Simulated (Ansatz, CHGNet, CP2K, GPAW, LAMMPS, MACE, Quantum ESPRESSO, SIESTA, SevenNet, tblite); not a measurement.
## Glassy 69SiO2-19Al2O3-6SrO-6Li2O (mol %) (106 atoms): runs against a plane-wave reference

Density of this cell: 2.31 g/cm³. The cell holds 106 atoms: 22 Si, 12 Al, 2 Sr, 4 Li and 66 O. Cell: a = 11.659 Å, b = 11.659 Å, c = 11.659 Å, α = 90.0°, β = 90.0°, γ = 90.0°. 106 atoms (22 Si, 12 Al, 2 Sr, 4 Li, 66 O) placed at random at 2.31 g/cm³, melted at 4000 K for 10 ps at fixed volume with the Morse and Coulomb pair potential with partial charges (Pedone, Malavasi, Menziani, Cormack and Segre, J. Phys. Chem. B 110, 11780 (2006)). Quenched from 4000 K to 300 K at 50 K/ps and fixed volume, held 5 ps.

Geometry: as built.

The reference, a calculation:

| Item | Value |
| --- | --- |
| method | Kohn-Sham DFT, PBE, PAW, plane waves (Ansatz 0.2.0); cutoff 420 eV, Γ point, fermi-dirac smearing of 0.05 eV; PAW set soft_2 |
| r.m.s. force component | 1.295 eV/Å |
| longest force | 5.151 eV/Å |
| pressure | 1.596 GPa |
| gap (highest filled to lowest empty level) | 2.915 eV |
| SCF cycles | 9 |
| time | 11 s on 8 threads of Arm Neoverse V2, shared host |
| CPU time | 83 s |

Q: Estimate the differences from the reference, the CPU time and the memory of each run.
- SIESTA PBE, DZ, shift 0.01 Ry, mesh 500 Ry (SIESTA 5.4.2; 2 MPI ranks)
- SIESTA PBE, DZP, shift 0.01 Ry, mesh 500 Ry (SIESTA 5.4.2; 4 MPI ranks)
- CP2K PBE, SZV-MOLOPT-SR, 600/50 Ry, TRS4 filter 1e-03, SCF 1e-04 (CP2K 2026.2; 2 threads)
- CP2K PBE, SZV-MOLOPT-SR, 600/50 Ry, TRS4 filter 1e-04, SCF 1e-05 (CP2K 2026.2; 2 threads)
- CP2K LDA, DZVP-MOLOPT-SR, 600/50 Ry, OT DIIS (CP2K 2026.2; 4 MPI ranks)
- GPAW PBE, LCAO dzp, h 0.28 Å (GPAW 26.7.0; 1 thread)
- MACE MP-0b2 small potential (MACE MP-0b2 small; 1 thread)
- CP2K PBE, DZVP-MOLOPT-SR, 420/50 Ry, OT DIIS (CP2K 2026.2; 4 MPI ranks)
- tblite IPEA1-xTB (tblite 0.8.0; 1 thread)
- CP2K PBE, DZVP-MOLOPT-SR, 600/50 Ry, diagonalisation (CP2K 2026.2; 4 MPI ranks)

Differences are against the plane-wave reference, forces as r.m.s. over components; share is that over the reference's r.m.s. force, slope the least-squares factor from reference forces to these. Total energies of different programs have different zeros and aren't compared.

| run | Δ force, r.m.s. (meV/Å) | share (%) | slope | Δ pressure (GPa) | Δ gap (eV) | cores | CPU time | memory (GiB) |
| --- | --- | --- | --- | --- | --- | --- | --- | --- |
| reference | - | - | - | - | - | 8 | 83 s | 2.0 |
| SIESTA PBE, DZ, shift 0.01 Ry, mesh 500 Ry (coarse) | 802 | 61.9 | 1.339 | 11.7 | -0.125 | 2 | 2.8 min | 1.8 |
| SIESTA PBE, DZP, shift 0.01 Ry, mesh 500 Ry | 335 | 25.9 | 1.163 | 4.57 | -0.0134 | 4 | 6.9 min | 3.2 |
| CP2K PBE, SZV-MOLOPT-SR, 600/50 Ry, TRS4 filter 1e-03, SCF 1e-04 (coarse) | 953 | 73.6 | 1.367 | 17.6 | - | 2 | 55 s | 2.1 |
| CP2K PBE, SZV-MOLOPT-SR, 600/50 Ry, TRS4 filter 1e-04, SCF 1e-05 (coarse) | 946 | 73.1 | 1.363 | 16.9 | - | 2 | 72 s | 2.1 |
| CP2K LDA, DZVP-MOLOPT-SR, 600/50 Ry, OT DIIS | 182 | 14.0 | 0.918 | -6.01 | -0.202 | 4 | 7.8 min | 3.6 |
| GPAW PBE, LCAO dzp, h 0.28 Å (coarse) | 2036 | 157 | 1.221 | - | -0.145 | 1 | 73 s | 0.75 |
| MACE MP-0b2 small potential | 119 | 9.17 | 0.980 | 0.161 | - | 1 | 5.8 s | 0.67 |
| CP2K PBE, DZVP-MOLOPT-SR, 420/50 Ry, OT DIIS (coarse) | 115 | 8.85 | 0.998 | 0.154 | -0.0827 | 4 | 7.3 min | 2.7 |
| tblite IPEA1-xTB | 583 | 45.0 | 0.780 | -1.80 | - | 1 | 6.9 s | 0.15 |
| CP2K PBE, DZVP-MOLOPT-SR, 600/50 Ry, diagonalisation | 82.7 | 6.39 | 0.997 | 0.120 | -0.0782 | 4 | 5.7 min | 5.6 |

Rows marked coarse were listed beforehand as settings not expected to be converged; some can still land near the reference.

Times of the machine-learned potentials are mostly Python's start and the loading of weights.

CPU time is summed over cores on a shared host, where runs went side by side, so it is rough. Symmetry, cutoffs, thresholds, outputs and thread counts weren't matched or tuned between programs; memory under MPI is the largest rank's times the ranks.

The PBE runs in local orbitals, coarse settings apart, differ by 6.4 % (CP2K PBE, DZVP-MOLOPT-SR, 600/50 Ry, diagonalisation) to 26 % (SIESTA PBE, DZP, shift 0.01 Ry, mesh 500 Ry); basis, grid and potentials can all enter. Tight binding differs by 45 % (tblite IPEA1-xTB); it is another model, with fitted parameters of its own, and the xTB methods hold dispersion. Machine-learned potentials differ by 9.2 % (MACE MP-0b2 small potential); they were trained on other programs' data. Rows with another functional or a dispersion term differ by 14 % (CP2K LDA, DZVP-MOLOPT-SR, 600/50 Ry, OT DIIS), which mixes the change of model with differences of basis and potentials. Periodic xTB results under one method name differ between programs and library versions. Machine-learned potentials mimic data converged in k, so the reference's own k-point error enters their differences. The network of bonds at the start is that of the classical potential that made the cell, and needn't be the one that DFT or experiment would give. The electronic-structure runs sample only Γ, in a cell whose shortest periodic width is 12 Å.

[Hosts, paths, dates, database ids (printed as entryN), source tags and the programs' standing remarks are cut or masked in the printed files.]
